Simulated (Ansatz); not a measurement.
**Si(111) with OH on 75 % of the top atoms and H on the rest: bands and core levels**

What would XPS and angle-resolved spectra of Si(111) with OH on 75 % of the top atoms and H on the rest look like?

Method: DFT, PBE, plane-wave PAW, default files, scalar-relativistic, in Ansatz 0.2.0.

Report form: the programs' logs are mostly left out.

## 1. The starting structure

The cell holds 35 atoms: 8 H, 3 O and 24 Si. Its edges and angles: a = 7.679 Å, b = 7.679 Å, c = 24.634 Å, α = 90.0°, β = 90.0°, γ = 60.0°. It derives from Si. How the cell was made: terminated face; group: OH; share of top atoms: 0.75; rest: H; oxygen in back bonds: 0; lower face: H. Regions: ad, 7 atoms (3 O and 4 H); L1, 4 atoms (4 Si); L2, 4 atoms (4 Si); L3, 4 atoms (4 Si); mid, 4 atoms (4 Si); rest, 12 atoms (8 Si and 4 H). Vacuum lies along c.

## 2. Relaxing the atoms

Levels and vacuum steps follow bond lengths, so the atoms are relaxed first. 12 atoms are held to stand for the bulk. A dipole correction cancels the field between unlike faces.

input.yaml

```yaml
crystal:
  lattice:
    - [7.6791796437, 0.0, 0.0]
    - [3.8395898218, 6.6503646517, 0.0]
    - [0.0, 0.0, 24.6337769138]
  atoms:
    - { symbol: H, position: [0.114595574, 0.0, 0.715837323] }
    - { symbol: H, position: [0.614595574, 0.0, 0.715837323] }
    - { symbol: H, position: [0.114595574, 0.5, 0.715837323] }
    - { symbol: O, position: [0.0, 0.0, 0.699599455] }
    - { symbol: O, position: [0.5, 0.0, 0.699599455] }
    - { symbol: O, position: [0.0, 0.5, 0.699599455] }
    - { symbol: H, position: [0.5, 0.5, 0.685391322] }
    - { symbol: Si, position: [0.0, 0.0, 0.629776626] }
[... 23 atom lines left out ...]
    - { symbol: H, position: [0.0, 0.0, 0.284162677] }
    - { symbol: H, position: [0.5, 0.0, 0.284162677] }
    - { symbol: H, position: [0.0, 0.5, 0.284162677] }
    - { symbol: H, position: [0.5, 0.5, 0.284162677] }
kpoints:
  mp_grid: { grid: [3, 3, 1] }
scf:
  occupations: { method: fermi_dirac, width: 0.02 }
  n_extra_bands: 25
hamiltonian:
  xc: pbe
  pseudopotentials: { kind: paw }
output:
  forces: true
  write_potential: true
  volumetric_format: []
efield:
  axis: 3
  dipole_correction: true
relax:
  f_tol: 0.03
  max_steps: 70
  constraints: [{ sites: [23, 24, 25, 26, 27, 28, 29, 30, 31, 32, 33, 34] }]
```

Command:

```
> ansatz run input.yaml --threads 4 --pin off --max-ram 11264MiB --backend cpu --events-out ev --progress --plain --runs-dir out
```

Run time: 3.6 min. Hardware: 4 threads of Arm Neoverse V1, shared host; peak memory 2.4 GiB.

Step by step:

```
step  energy less that of the first step (eV)  largest force component (eV/Å)
   1                                   0.0000                          2.8858
   2                                  -0.1738                          1.6013
   3                                  -0.2571                          0.7460
   4                                  -0.2985                          0.1301
   5                                  -0.3029                          0.0554
   6                                  -0.3053                          0.0302
   7                                  -0.3013                          0.4688
   8                                  -0.3061                          0.0075
   9                                  -0.3060                          0.1510
  10                                  -0.3066                          0.0234
  11                                  -0.3066                          0.0684
  12                                  -0.3068                          0.0413
  13                                  -0.3069                          0.0024
```

Relaxation steps 7, 9 were tried and not accepted.

The atoms that moved most (Å):

```
atom      dx      dy      dz  length
  H3  -0.349   0.536   0.054   0.641
  H1  -0.412   0.327   0.109   0.537
  O4  -0.231  -0.115  -0.002   0.258
  H7  -0.026  -0.020   0.162   0.165
  O6  -0.094  -0.053  -0.001   0.108
  H2  -0.056   0.078   0.031   0.101
 Si8  -0.049  -0.026   0.035   0.065
Si15  -0.016   0.000   0.062   0.064
```

Final coordinates:

```cif
data_structure
_symmetry_space_group_name_H-M 'P 1'
_symmetry_Int_Tables_number 1
_cell_length_a 7.6792
_cell_length_b 7.6792
_cell_length_c 24.6338
_cell_angle_alpha 90.000
_cell_angle_beta 90.000
_cell_angle_gamma 60.000
_cell_volume 1258.03
loop_
_atom_site_label
_atom_site_type_symbol
_atom_site_fract_x
_atom_site_fract_y
_atom_site_fract_z
_atom_site_occupancy
H1 H 0.03636 0.04913 0.72027 1
H2 H 0.60145 0.01175 0.71710 1
H3 H 0.02889 0.58054 0.71801 1
O4 O 0.97853 0.98269 0.69951 1
O5 O 0.49850 0.99265 0.69982 1
O6 O 0.99176 0.49208 0.69957 1
H7 H 0.49813 0.49695 0.69195 1
Si8 Si 0.99562 0.99608 0.63118 1
Si9 Si 0.50027 0.99846 0.63154 1
Si10 Si 0.99932 0.49775 0.63132 1
Si11 Si 0.49869 0.49878 0.63090 1
Si12 Si 0.83269 0.33095 0.60001 1
Si13 Si 0.33276 0.33173 0.59919 1
Si14 Si 0.83158 0.82972 0.59818 1
Si15 Si 0.33129 0.83332 0.60048 1
Si16 Si 0.83401 0.33285 0.50382 1
Si17 Si 0.33328 0.33321 0.50336 1
Si18 Si 0.83351 0.83296 0.50253 1
Si19 Si 0.33282 0.83430 0.50413 1
Si20 Si 0.16673 0.16669 0.47109 1
Si21 Si 0.66662 0.16715 0.47101 1
Si22 Si 0.16759 0.66659 0.47103 1
Si23 Si 0.66602 0.66628 0.47115 1
Si24 Si 0.16667 0.16667 0.37525 1
Si25 Si 0.66667 0.16667 0.37525 1
Si26 Si 0.16667 0.66667 0.37525 1
Si27 Si 0.66667 0.66667 0.37525 1
Si28 Si 0.00000 0.00000 0.34343 1
Si29 Si 0.50000 0.00000 0.34343 1
Si30 Si 0.00000 0.50000 0.34343 1
Si31 Si 0.50000 0.50000 0.34343 1
H32 H 0.00000 0.00000 0.28416 1
H33 H 0.50000 0.00000 0.28416 1
H34 H 0.00000 0.50000 0.28416 1
H35 H 0.50000 0.50000 0.28416 1
```

Numbers from this step:

```yaml
free_energy: -17089.3324 eV
fermi_energy: 0.3945 eV
symmetry_operations: 1
gap_on_the_k_mesh: 0.9962 eV
ionisation_potential_upper_face: 4.434 eV
upper_vacuum_level_less_the_lowest_empty_level_kohn_sham_affinity: 3.438 eV
ionisation_potential_lower_face: 4.555 eV
```

The relaxation ends 8.8 meV an atom lower, with a largest force component of 0.0024 eV/Å on the free atoms.

## 3. Bands by layer

This is the main run. States are solved along the surface zone's path and weighed by where they lie along the normal, since photoemission sees the top layers. The cell holds 4 small cells, so the bands are unfolded.

input.yaml

```yaml
crystal:
  lattice:
    - [7.6791796437, 0.0, 0.0]
    - [3.8395898218, 6.6503646517, 0.0]
    - [0.0, 0.0, 24.6337769138]
  atoms:
    - { symbol: H, position: [0.0363586043, 0.0491265661, 0.7202690333] }
    - { symbol: H, position: [0.6014493172, 0.0117516971, 0.7171003917] }
    - { symbol: H, position: [0.0288881245, 0.5805425474, 0.7180109031] }
    - { symbol: O, position: [-0.0214680169, -0.0173113622, 0.6995130905] }
    - { symbol: O, position: [0.4984983222, -0.0073484817, 0.6998164646] }
    - { symbol: O, position: [-0.0082415722, 0.4920756957, 0.6995681249] }
    - { symbol: H, position: [0.4981311385, 0.4969518238, 0.6919512105] }
    - { symbol: Si, position: [-0.0043768189, -0.0039173304, 0.6311835095] }
[... 23 atom lines left out ...]
    - { symbol: H, position: [0.0, 0.0, 0.284162677] }
    - { symbol: H, position: [0.5, 0.0, 0.284162677] }
    - { symbol: H, position: [0.0, 0.5, 0.284162677] }
    - { symbol: H, position: [0.5, 0.5, 0.284162677] }
kpoints:
  mp_grid: { grid: [3, 3, 1] }
scf:
  occupations: { method: fermi_dirac, width: 0.02 }
  n_extra_bands: 36
hamiltonian:
  xc: pbe
  pseudopotentials: { kind: paw }
output:
  forces: true
  write_potential: true
  volumetric_format: []
  dos:
    projected:
      site_lists:
        adsorbate: [3, 0, 4, 1, 5, 2, 6]
        layer_1: [7, 8, 9, 10]
        layer_2: [11, 12, 13, 14]
        layer_3: [15, 16, 17, 18]
        middle: [19, 20, 21, 22]
        other_layers: [23, 24, 25, 26, 27, 28, 29, 30, 31, 32, 33, 34]
    de: 0.05
    e_range: [-30, 12]
    method: { smearing: { sigma: 0.12, scheme: gaussian } }
  eigenstates:
    kpoints:
      - [0.33333333, -0.33333333, 0.0]
      - [0.25, -0.375, 0.0]
      - [0.16666667, -0.41666667, 0.0]
      - [0.08333333, -0.45833333, 0.0]
      - [0.0, 0.5, 0.0]
      - [-0.08333333, 0.45833333, 0.0]
      # [... 29 more points ...]
      - [0.25, 0.5, 0.0]
      - [0.29166667, -0.41666667, 0.0]
    e_range: [-8.0, 6.0]
    unfold:
      supercell_matrix: [[2, 0, 0], [0, 2, 0], [0, 0, 1]]
      layers:
        axis: 3
        edges: [0.121784, 0.386181, 0.397955, 0.606477, 0.616008, 0.882645]
efield:
  axis: 3
  dipole_correction: true
```

It took 5.7 min on 4 threads; peak memory 4.9 GiB; 23 min of CPU time.

Numbers from this step:

```
Fermi energy                                   : 0.3948 eV
zero of energy                                 : valence-band maximum
share of occupied states in no projected shell : 0.0118 of the occupied states in the window
```

A(k,E), total over k along the path and E. Zero: valence-band maximum.

Ten even steps from '_' (0.0 eV⁻¹) to '@' (7.8 eV⁻¹), each cell a mean:
```
::::::==++++**++==++--::..::::++##--------::....____..----::
......::==**++++==--**++--==####++==::::::::----::::--::....
____..::::::--==++****%%@@@@##==::..::............----..____
::::......::::--==============----::::::..........::==--::::
::------::::::::::::----::------::::::::--::....::::....::::
____________________..::--::....::::::::::--====--::......__
____________________________________..::..::::::::__________
____________________________________________________________
______________________::--::..______________________________
__________________::--====++==::::..________________________
______________::----==========--::::::::......______________
______....::::========--::::======------::::::::::..________
::::..__..::--::::--::______..::::::::::::----------::::::::
..::::--==--::::--..__________..::::::..::::::------::::....
----------::::--..______________..::::............::--------
::::----::::--::::::::::::::::::::..::::::::........------::
====------::::::..................::::::----------------====
::............____................__..::______________....::
______..::........________________........__________________
____........__________________________......________________
::::::....................................::::::::--------::
::::......______________________________....::::::::::::::::
```
Columns: k along the path (Å⁻¹) from 0 to 2.58; rows upwards: E (eV) from -7.21 to 4.71.

A(k,E), top over k along the path and E. Zero: valence-band maximum.

Values in eV⁻¹, 12 rows by 16 columns, each cell a mean:
```
0.39 0.43 0.73 1.09 0.97 0.85 0.59 0.75 1.08 0.79 0.59 0.37 0.26 0.26 0.53 0.42
0.14 0.22 0.26 0.41 0.64 0.93 1.26 1.08 0.59 0.39 0.28 0.24 0.27 0.37 0.33 0.14
0.32 0.27 0.29 0.34 0.40 0.44 0.29 0.35 0.44 0.42 0.42 0.35 0.28 0.37 0.27 0.33
0.02 0.03 0.03 0.02 0.05 0.13 0.30 0.24 0.13 0.17 0.21 0.31 0.37 0.18 0.05 0.02
0.01 0.01 0.01 0.01 0.02 0.12 0.39 0.28 0.07 0.03 0.02 0.03 0.03 0.02 0.01 0.01
0.03 0.03 0.05 0.13 0.35 0.54 0.45 0.53 0.45 0.30 0.23 0.18 0.11 0.04 0.03 0.02
0.28 0.25 0.32 0.48 0.43 0.38 0.23 0.26 0.44 0.38 0.39 0.42 0.49 0.44 0.30 0.29
0.43 0.54 0.53 0.41 0.39 0.17 0.15 0.16 0.24 0.43 0.34 0.29 0.28 0.38 0.48 0.40
0.62 0.56 0.67 0.75 0.77 0.82 0.83 0.82 0.76 0.66 0.64 0.70 0.71 0.70 0.64 0.66
0.76 0.76 0.71 0.61 0.56 0.54 0.55 0.56 0.60 0.67 0.64 0.54 0.56 0.57 0.66 0.73
0.26 0.37 0.36 0.27 0.17 0.12 0.09 0.10 0.14 0.24 0.38 0.32 0.14 0.15 0.19 0.21
0.57 0.35 0.18 0.15 0.13 0.14 0.13 0.13 0.13 0.13 0.18 0.37 0.58 0.60 0.62 0.63
```
Columns: k along the path (Å⁻¹) from 0 to 2.58; rows upwards: E (eV) from -7.21 to 4.71.

A(k,E), middle over k along the path and E. Zero: valence-band maximum.

Values in eV⁻¹, 12 rows by 16 columns, each cell a mean:
```
0.67 1.04 1.94 2.11 1.24 1.24 0.62 0.93 1.92 1.16 1.05 1.04 0.87 0.60 1.06 0.77
0.39 0.64 0.73 1.26 1.79 2.10 2.73 2.45 1.42 0.87 0.67 0.55 0.64 1.13 1.20 0.39
1.30 1.11 1.06 0.95 0.99 1.30 1.15 1.27 1.14 0.88 1.04 0.99 0.76 1.05 0.98 1.31
0.07 0.07 0.06 0.05 0.07 0.14 0.43 0.28 0.20 0.59 0.78 1.01 1.23 0.75 0.17 0.07
0.02 0.02 0.03 0.03 0.05 0.25 0.82 0.60 0.16 0.06 0.07 0.09 0.09 0.04 0.03 0.02
0.03 0.04 0.07 0.25 0.71 1.39 1.84 1.69 0.96 0.62 0.47 0.34 0.19 0.06 0.04 0.03
0.57 0.56 0.66 1.17 1.41 1.56 0.75 1.10 1.65 1.38 1.19 1.05 1.16 1.00 0.64 0.59
0.91 1.16 1.45 1.13 1.07 0.26 0.06 0.08 0.63 0.80 0.81 1.10 1.18 1.28 1.16 0.88
0.89 0.86 0.76 0.71 0.51 0.34 0.31 0.32 0.37 0.67 0.53 0.44 0.42 0.58 0.87 0.91
0.72 0.51 0.52 0.59 0.24 0.20 0.22 0.21 0.21 0.42 0.55 0.25 0.21 0.22 0.44 0.71
0.20 0.54 0.57 0.27 0.22 0.15 0.12 0.13 0.19 0.27 0.45 0.49 0.15 0.12 0.13 0.13
1.11 0.71 0.44 0.34 0.25 0.30 0.31 0.29 0.27 0.27 0.42 0.67 1.01 1.07 1.10 1.17
```
Columns: k along the path (Å⁻¹) from 0 to 2.58; rows upwards: E (eV) from -7.21 to 4.71.

A(k,E), bottom over k along the path and E. Zero: valence-band maximum.

Values in eV⁻¹, 12 rows by 16 columns, each cell a mean:
```
0.54 0.64 1.18 1.31 1.11 1.25 0.66 0.91 1.67 0.95 0.74 0.63 0.47 0.38 0.82 0.59
0.20 0.33 0.38 0.72 1.11 1.27 1.80 1.55 0.74 0.44 0.35 0.30 0.36 0.61 0.57 0.19
0.47 0.37 0.35 0.33 0.39 0.63 0.71 0.73 0.63 0.55 0.53 0.46 0.39 0.59 0.33 0.48
0.02 0.02 0.02 0.02 0.03 0.05 0.12 0.08 0.06 0.19 0.35 0.53 0.61 0.25 0.06 0.02
0.01 0.01 0.01 0.02 0.03 0.10 0.35 0.25 0.07 0.03 0.03 0.03 0.03 0.02 0.01 0.01
0.01 0.02 0.03 0.09 0.39 0.95 1.22 1.15 0.67 0.38 0.19 0.12 0.07 0.03 0.01 0.01
0.13 0.17 0.25 0.62 0.82 0.74 0.31 0.47 0.80 0.68 0.73 0.68 0.70 0.44 0.19 0.14
0.37 0.51 0.84 0.66 0.61 0.11 0.03 0.04 0.34 0.49 0.33 0.41 0.41 0.65 0.60 0.38
1.18 1.07 0.78 0.61 0.28 0.24 0.24 0.24 0.24 0.47 0.63 0.59 0.62 0.69 0.95 1.16
0.25 0.19 0.16 0.22 0.18 0.18 0.19 0.19 0.18 0.23 0.22 0.18 0.16 0.16 0.20 0.25
0.04 0.17 0.31 0.24 0.23 0.17 0.13 0.15 0.21 0.27 0.29 0.20 0.06 0.04 0.04 0.04
0.42 0.40 0.35 0.30 0.22 0.28 0.31 0.28 0.23 0.22 0.33 0.43 0.48 0.49 0.46 0.42
```
Columns: k along the path (Å⁻¹) from 0 to 2.58; rows upwards: E (eV) from -7.21 to 4.71.

Peaks of A(k,E) at the labelled points: for each region the eleven nearest the zero at most, each over 6 % of that point's highest, less those above the energy where the solved bands run out; weight and spread sum the levels within three half widths or 0.3 eV, so near peaks share levels. Peaks of the spectral function, the first 40 of 131 rows:

```
point  weight on  E (eV)  A (1/eV)  weight near the peak  rms spread of levels (eV)
    K      total   -3.95     4.175                 1.868                      0.098
    K      total   -3.61     1.618                 1.131                      0.117
    K      total   -3.35     4.697                 1.768                      0.119
    K      total   -2.77     0.729                 0.291                      0.232
    K      total   -2.31     4.465                 1.668                      0.089
    K      total   -2.21     3.613                 1.674                      0.091
    K      total   -1.89     1.522                 0.957                      0.153
    K      total    2.07     3.797                 0.966                      0.023
    K      total    2.57     5.774                 1.992                      0.075
    K      total    3.49      0.46                 0.096                      0.131
    K      total    4.03     2.197                 0.776                      0.111
    K        top   -3.95     0.868                 0.381                      0.109
    K        top   -3.63     0.445                 0.157                      0.149
    K        top   -3.25     1.102                 0.379                      0.099
    K        top   -2.77     0.274                 0.133                      0.202
    K        top   -2.19     0.791                 0.277                      0.087
    K        top   -1.89     0.564                 0.306                      0.164
    K        top   -1.35     0.101                 0.026                      0.067
    K        top    2.07     0.646                 0.167                      0.028
    K        top    2.57     0.735                  0.26                      0.077
    K        top    2.71     0.552                  0.26                      0.077
    K        top    3.49     0.139                 0.036                      0.135
    K     middle   -4.41     1.575                 0.746                      0.155
    K     middle   -4.13     1.464                 0.687                      0.162
    K     middle   -3.61     0.587                 0.452                      0.106
    K     middle   -3.35     1.933                  0.73                      0.116
    K     middle   -2.31     2.671                 1.017                      0.088
    K     middle   -2.21      2.22                 1.019                      0.089
    K     middle   -1.89     0.777                 0.553                      0.144
    K     middle    2.07     2.608                  0.67                      0.021
    K     middle    2.57     3.123                 1.076                      0.075
    K     middle    4.03     0.958                 0.332                      0.104
    K     middle    4.73     1.695                 0.677                      0.092
    K     bottom   -4.39     0.641                 0.519                      0.135
    K     bottom   -4.11     2.157                 1.038                      0.132
    K     bottom   -3.95      2.26                 0.941                      0.094
    K     bottom   -3.63     0.474                 0.433                      0.091
    K     bottom   -3.35     1.773                 0.539                      0.089
    K     bottom   -2.33     0.981                 0.294                      0.071
    K     bottom    2.07     0.471                 0.112                      0.023
```

The DOS has structure finer than the step of the table below, so its rows give means over 1 eV, whole bins alone (the curve runs from -22.6 to 4.51 eV). Peaks (eV: height): total -4.1: 24.4, -2.9: 25.6, -1.7: 25.3, 4.2: 40.7; Si 3p -2.9: 20.6, -2.3: 20.7, -1.7: 21.7, 4.2: 20.7; Si 3s -10.7: 8.03, -9.9: 7.51, -9.7: 7.47, -9.3: 8.74; O 2p -8.0: 4.49, -5.1: 3.58, -4.4: 6.86, -4.0: 6.00; H 1s -20.6: 2.35, -6.4: 1.69, -4.1: 2.99, 4.1: 2.04.

Table of DOS by E, zero at the valence-band maximum; means over each step; values in states/eV/cell:

```
E (eV)  total   Si 3p    Si 3s     O 2p     H 1s     O 2s
   -22      0       0        0        0        0        0
   -21   4.28   0.285    0.176    0.104    0.572     3.11
   -20   1.72   0.115   0.0714   0.0422    0.229     1.25
   -19      0       0        0        0        0        0
   -18      0       0        0        0        0        0
   -17      0       0        0        0        0        0
   -16      0       0        0        0        0        0
   -15      0       0        0        0        0        0
   -14      0       0        0        0        0        0
   -13      0       0        0        0        0        0
   -12  0.284  0.0221    0.252  0.00271  0.00490   2.3e-4
   -11   4.48   0.871     3.35    0.120    0.108  0.00605
   -10   8.31    1.95     5.30    0.697    0.297  0.00659
    -9   10.5    2.48     5.76     1.50    0.656  0.00768
    -8   6.47    1.76     2.62     1.38    0.576   0.0680
    -7   7.83    3.45     3.29    0.442    0.497   0.0688
    -6   9.27    4.27     3.14    0.842    0.751    0.148
    -5   7.04    2.86     1.16     2.32    0.447    0.161
    -4   18.3    10.0     1.26     5.13     1.55   0.0673
    -3   15.4    12.3    0.809     1.34    0.695   0.0231
    -2   18.9    16.5    0.747    0.953    0.380   0.0275
    -1   7.57    6.83    0.100    0.308    0.179  0.00958
     0   1.74    1.64  0.00134   0.0475  0.00141  0.00126
     1   2.30    1.29    0.622   0.0194   0.0396   0.0149
     2   12.6    6.92     3.09    0.181    0.388    0.141
     3   20.0    11.5     3.28    0.178    0.877    0.150
     4   25.8    13.5     2.89    0.183     1.22    0.126
```

[end of part 1 of 3]

[Logs are printed without paths, hosts, clocks, repeated set-up lines and the standing remarks that a program may print on its own settings, such as how far it seeks lower states.]

[Hosts, paths, dates, database ids (printed as entryN), source tags and the programs' standing remarks are cut or masked in the printed files.]

[Maps of the electrostatic potential energy from Ansatz leave out the sawtooth potential of an applied field or a dipole correction, so their vacuum need not be flat; work functions include it.]
